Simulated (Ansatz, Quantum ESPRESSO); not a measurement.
# Lattice dynamics of SrTa (Pm-3m) in two programs, part 3 of 4

Aim: the phonon dispersion of SrTa (Pm-3m), checked by a second program.

Quantum ESPRESSO 7.5; DFT PBE, scalar-relativistic, plane waves, SPMS norm-conserving pseudopotentials.

So far, highest frequency (cm⁻¹): step 7 (dispersion) 149. The relaxed cell has a = 3.807 Å (conventional setting).

The structure was built from a prototype and need not be the compound's stable phase.

### Step 8. Sums over the zone

Sums over the zone need many more wavevectors than were solved, so the interpolation is sampled on a dense mesh.

matdyn.in

```
&input
   asr = 'simple'
   flfrc = 'x.fc'
   dos = .true.
   fldos = 'x.dos'
   nk1 = 12
   nk2 = 12
   nk3 = 12
   deltaE = 0.3
/
```

On the command line:

```console
> matdyn.x -in matdyn.in > matdyn.out
```

The log of the run:

```text
[banner, memory and clock lines left out]
Program MATDYN v.7.5

 mass for atomic type   1 not given; uses mass from file x.fc
 mass for atomic type   2 not given; uses mass from file x.fc
     Message from routine matdyn:
     Z* not found in file x.fc, TO-LO splitting at q=0 will be absent!

Note: The following floating-point exceptions are signalling: IEEE_UNDERFLOW_FLAG
```

It took 3.4 s on 1 thread of Arm Neoverse V2, shared host.

Read from the output:

```
share of modes beyond 3i cm⁻¹ on the dense interpolated mesh : 0.2996
```

The phonon density of states has structure finer than the step of the table below, so its rows give means over 10 cm⁻¹, whole bins alone (the curve runs from -110 to 149 cm⁻¹). Peaks (cm⁻¹: height): total -96.8: 0.0447, 53.2: 0.0261, 129.7: 0.0752, 143.2: 0.167; Sr 119.2: 0.0611, 129.7: 0.0660, 143.2: 0.139; Ta -96.8: 0.0399, 53.2: 0.0223, 143.2: 0.0283.

Tetrahedra. The phonon density of states by wavenumber; means over each step; values in 1/cm⁻¹/cell:

| wavenumber (cm⁻¹) | total | Sr | Ta |
| --- | --- | --- | --- |
| -100 | 0.0356 | 0.00394 | 0.0316 |
| -90 | 0.0390 | 0.00386 | 0.0352 |
| -80 | 0.0291 | 0.00296 | 0.0261 |
| -70 | 0.0190 | 0.00230 | 0.0167 |
| -60 | 0.0156 | 0.00189 | 0.0137 |
| -50 | 0.0105 | 0.00143 | 0.00908 |
| -40 | 0.00749 | 9.9e-4 | 0.00650 |
| -30 | 0.00634 | 8.0e-4 | 0.00554 |
| -20 | 0.00551 | 6.1e-4 | 0.00490 |
| -10 | 0.00532 | 5.6e-4 | 0.00476 |
| 0 | 0.00565 | 6.4e-4 | 0.00501 |
| 10 | 0.00656 | 8.9e-4 | 0.00567 |
| 20 | 0.00780 | 0.00123 | 0.00657 |
| 30 | 0.0113 | 0.00170 | 0.00957 |
| 40 | 0.0140 | 0.00208 | 0.0120 |
| 50 | 0.0203 | 0.00304 | 0.0173 |
| 60 | 0.0198 | 0.00309 | 0.0167 |
| 70 | 0.0190 | 0.00264 | 0.0163 |
| 80 | 0.0139 | 0.00233 | 0.0116 |
| 90 | 0.00822 | 0.00480 | 0.00342 |
| 100 | 0.0180 | 0.0158 | 0.00220 |
| 110 | 0.0372 | 0.0336 | 0.00360 |
| 120 | 0.0523 | 0.0474 | 0.00486 |
| 130 | 0.0638 | 0.0560 | 0.00786 |
| 140 | 0.103 | 0.0876 | 0.0157 |

### Step 9. Modes with the sum rule

A rigid shift of the crystal must cost nothing, but grids and finite bases break this; the acoustic sum rule is imposed before the matrix is diagonalised again.

dynmat.in

```
&input
   fildyn = 'x.dyn1'
   asr = 'simple'
   fileig = 'dynmat.eig'
/
```

On the command line:

```console
> dynmat.x -in dynmat.in > dynmat.out
```

The log of the run:

```text
[banner, memory and clock lines left out]
Program DYNMAT v.7.5

     Reading Dynamical Matrix from file x.dyn1
     ...Force constants read
     ...epsilon and Z* not read (not found on file)
     A direction for q was not specified:TO-LO splitting will be absent

     Polarizability (A^3 units)
     multiply by 1.000000 for Clausius-Mossotti correction
         0.000000    0.000000    0.000000
         0.000000    0.000000    0.000000
         0.000000    0.000000    0.000000

     IR activities are in (D/A)^2/amu units

# mode   [cm-1]    [THz]      IR
    1      0.00    0.0000    0.0000
    2      0.00    0.0000    0.0000
    3      0.00    0.0000    0.0000
    4    146.76    4.3997    0.0000
    5    146.76    4.3997    0.0000
    6    146.76    4.3997    0.0000
```

It took 0.47 s on 1 thread.

Unit eigenvectors of the mass-weighted matrix after the sum rule; no LO-TO term. Modes at Γ, with each element's share of the kinetic energy:

| mode | frequency (cm⁻¹) | symmetry | Sr % | Ta % |
| --- | --- | --- | --- | --- |
| 1 | 0.0 | acoustic | 33 | 67 |
| 2 | 0.0 | acoustic | 33 | 67 |
| 3 | 0.0 | acoustic | 33 | 67 |
| 4 | 146.8 | T1u | 67 | 33 |
| 5 | 146.8 | T1u | 67 | 33 |
| 6 | 146.8 | T1u | 67 | 33 |

Displacements in mode 4 (146.8 cm⁻¹), the largest set to 1:
```
Sr1  0.00  1.00  0.00
Ta2  0.00 -0.48  0.00
```

The rule moves no optical mode by more than 0.1 cm⁻¹.

### Step 10. Sum rules set otherwise: a sum rule for molecules or wires on a crystal

This rule also removes rotations, which suits wires and not a crystal; it is tried to see the harm.

dynmat.in

```
&input
   fildyn = 'x.dyn1'
   asr = 'one-dim'
   fileig = 'dynmat.eig'
/
```

On the command line:

```console
> dynmat.x -in dynmat.in > dynmat.out
```

The log of the run:

```text
[banner, memory and clock lines left out]
Program DYNMAT v.7.5

     Reading Dynamical Matrix from file x.dyn1
     ...Force constants read
     ...epsilon and Z* not read (not found on file)
asr rotation axis in 1D system=    3
     Acoustic Sum Rule: || Z*(ASR) - Z*(orig)|| =    0.000000E+00
     Acoustic Sum Rule: ||dyn(ASR) - dyn(orig)||=    1.924639E-01
     A direction for q was not specified:TO-LO splitting will be absent

     Polarizability (A^3 units)
     multiply by 1.000000 for Clausius-Mossotti correction
         0.000000    0.000000    0.000000
         0.000000    0.000000    0.000000
         0.000000    0.000000    0.000000

     IR activities are in (D/A)^2/amu units

# mode   [cm-1]    [THz]      IR
    1     -0.00   -0.0000    0.0000
    2      0.00    0.0000    0.0000
    3      0.00    0.0000    0.0000
    4      0.00    0.0000    0.0000
    5    146.76    4.3997    0.0000
    6    146.76    4.3997    0.0000
```

Run time: 0.47 s. Hardware: 1 thread.

The run ended normally, but on settings that are not sound.

The fault: a sum rule for molecules or wires on a crystal; 1 optical mode is projected out to zero frequency, as if it were a rotation.

For a crystal the rule has to be 'simple' or 'crystal'.

Zone-centre frequencies as printed; negative means imaginary. Modes:

| mode | frequency (cm⁻¹) |
| --- | --- |
| 1 | 0 |
| 2 | 0 |
| 3 | 0 |
| 4 | 0 |
| 5 | 146.8 |
| 6 | 146.8 |

### Step 11. Sum rules set otherwise (asr no)

Without the rule the raw error of the acoustic modes shows.

dynmat.in

```
&input
   fildyn = 'x.dyn1'
   asr = 'no'
   fileig = 'dynmat.eig'
/
```

On the command line:

```console
> dynmat.x -in dynmat.in > dynmat.out
```

The log of the run:

```text
[banner, memory and clock lines left out]
Program DYNMAT v.7.5

     Reading Dynamical Matrix from file x.dyn1
     ...Force constants read
     ...epsilon and Z* not read (not found on file)
     A direction for q was not specified:TO-LO splitting will be absent

     Polarizability (A^3 units)
     multiply by 1.000000 for Clausius-Mossotti correction
         0.000000    0.000000    0.000000
         0.000000    0.000000    0.000000
         0.000000    0.000000    0.000000

     IR activities are in (D/A)^2/amu units

# mode   [cm-1]    [THz]      IR
    1     -0.39   -0.0117    0.0000
    2     -0.39   -0.0117    0.0000
    3     -0.39   -0.0117    0.0000
    4    146.75    4.3996    0.0000
    5    146.75    4.3996    0.0000
    6    146.75    4.3996    0.0000
```

Wall time 0.47 s (1 thread).

Zone-centre frequencies as printed; negative means imaginary. Modes:

| mode | frequency (cm⁻¹) |
| --- | --- |
| 1 | -0.39 |
| 2 | -0.39 |
| 3 | -0.39 |
| 4 | 146.8 |
| 5 | 146.8 |
| 6 | 146.8 |

Against the first rule no mode moves by more than 0.4 cm⁻¹.

### Step 12. The dispersion under another sum rule (asr no)

The sum rule corrects the force constants themselves, so it can shift branches at any wavevector, low ones most.

matdyn.in

```
&input
   asr = 'no'
   flfrc = 'x.fc'
   flfrq = 'x.freq'
   flvec = 'x.modes'
   q_in_band_form = .true.
   q_in_cryst_coord = .true.
/
8
  0.0000000   0.0000000   0.0000000   8  ! GAMMA
  0.0000000   0.5000000   0.0000000   8  ! X
  0.5000000   0.5000000   0.0000000   8  ! M
  0.0000000   0.0000000   0.0000000   8  ! GAMMA
  0.5000000   0.5000000   0.5000000   8  ! R
  0.0000000   0.5000000   0.0000000   1  ! X
  0.5000000   0.5000000   0.5000000   8  ! R
  0.5000000   0.5000000   0.0000000   1  ! M
```

On the command line:

```console
> matdyn.x -in matdyn.in > matdyn.out
```

The log of the run:

```text
[banner, memory and clock lines left out]
Program MATDYN v.7.5

 mass for atomic type   1 not given; uses mass from file x.fc
 mass for atomic type   2 not given; uses mass from file x.fc
     Message from routine matdyn:
     Z* not found in file x.fc, TO-LO splitting at q=0 will be absent!
     Message from routine matdyn:
     Z* not found in file x.fc, TO-LO splitting at q=0 will be absent!

Note: The following floating-point exceptions are signalling: IEEE_UNDERFLOW_FLAG
```

Wall time 0.48 s (1 thread).

At the labelled points the branches move by no more than 0.5 cm⁻¹.

### Step 13. A changed mass

Force constants don't depend on the masses, so an isotope effect costs no new response.

matdyn.in

```
&input
   asr = 'simple'
   flfrc = 'x.fc'
   flfrq = 'x.freq'
   flvec = 'x.modes'
   q_in_band_form = .true.
   q_in_cryst_coord = .true.
   amass(1) = 175.24
   amass(2) = 180.948
/
8
  0.0000000   0.0000000   0.0000000   8  ! GAMMA
  0.0000000   0.5000000   0.0000000   8  ! X
  0.5000000   0.5000000   0.0000000   8  ! M
  0.0000000   0.0000000   0.0000000   8  ! GAMMA
  0.5000000   0.5000000   0.5000000   8  ! R
  0.0000000   0.5000000   0.0000000   1  ! X
  0.5000000   0.5000000   0.5000000   8  ! R
  0.5000000   0.5000000   0.0000000   1  ! M
```

On the command line:

```console
> matdyn.x -in matdyn.in > matdyn.out
```

The log of the run:

```text
[banner, memory and clock lines left out]
Program MATDYN v.7.5

     Message from routine matdyn:
     Z* not found in file x.fc, TO-LO splitting at q=0 will be absent!
     Message from routine matdyn:
     Z* not found in file x.fc, TO-LO splitting at q=0 will be absent!

Note: The following floating-point exceptions are signalling: IEEE_UNDERFLOW_FLAG
```

It took 0.47 s on 1 thread.

Read from the output:

| Property | Result |
| --- | --- |
| lowest frequency on the path | -105.3 cm⁻¹ |

Matdyn.x, sum rule simple. The phonon branches at the labelled points (cm⁻¹):

| point | branch 1 | branch 2 | branch 3 | branch 4 | branch 5 | branch 6 |
| --- | --- | --- | --- | --- | --- | --- |
| Γ | 0 | 0 | 0 | 120 | 120 | 120 |
| halfway | -49 | 38 | 38 | 103 | 108 | 108 |
| X | -84 | 75 | 75 | 79 | 79 | 95 |
| halfway | -97 | -58 | 68 | 86 | 96 | 108 |
| M | -105 | -105 | 60 | 94 | 110 | 110 |
| halfway | -70 | -21 | 51 | 88 | 100 | 111 |
| Γ | 0 | 0 | 0 | 120 | 120 | 120 |
| halfway | -55 | -55 | -36 | 91 | 100 | 100 |
| R | -80 | -80 | -80 | 89 | 89 | 89 |
| halfway | -97 | -52 | 13 | 81 | 93 | 108 |
| X | -84 | 75 | 75 | 79 | 79 | 95 |
| jump to R | -80 | -80 | -80 | 89 | 89 | 89 |
| halfway | -95 | -95 | 34 | 76 | 102 | 102 |
| M | -105 | -105 | 60 | 94 | 110 | 110 |

The phonon branches as a text plot (rows in cm⁻¹):

```
    115 |***          ****  **********
    105 |  ***    ***** ****  **      **          *******    ****
     96 |    *****  ****** ****      *  ******  *****    * **
     87 |      *  ***     * **        ****   ******* ***  **    *
     77 |       ***                                 ******  ** *
     68 |      * * **                                 ***     **
     59 |     *      *******                                    *
     49 |    *    *         **       ***             ***
     40 |   *                 *
     31 |  *                   *   **                        *
     21 | *                     **
     12 |*                      **                  *
      2 |                         *
     -7 |*
    -16 |          *            ** **                *
    -26 | *                 **       *
    -35 |  *                   *        **
    -44 |                             **          **        *
    -54 |   *                 *         **          *
    -63 |    *      *      *              *      ***       *
    -73 |     *             **            ***   **        *
    -82 |      ***         *               ******        ***
    -91 |         ** *    *                      *** ****   **
   -101 |           *******                         *         ***
         Γ      X      M          Γ            R        X|R     M
```

The top of the path falls from 149 to 120 cm⁻¹, a ratio of 0.80; a mode of that atom alone would give 0.71.

(Continued in part 4 of 4.)

[Host names and launcher messages were left out of these logs when they were recorded.]

[Logs are printed without paths, hosts, clocks, repeated set-up lines and the standing remarks that a program may print on its own settings, such as how far it seeks lower states.]

[Hosts, paths, dates, database ids (printed as entryN), source tags and the programs' standing remarks are cut or masked in the printed files.]
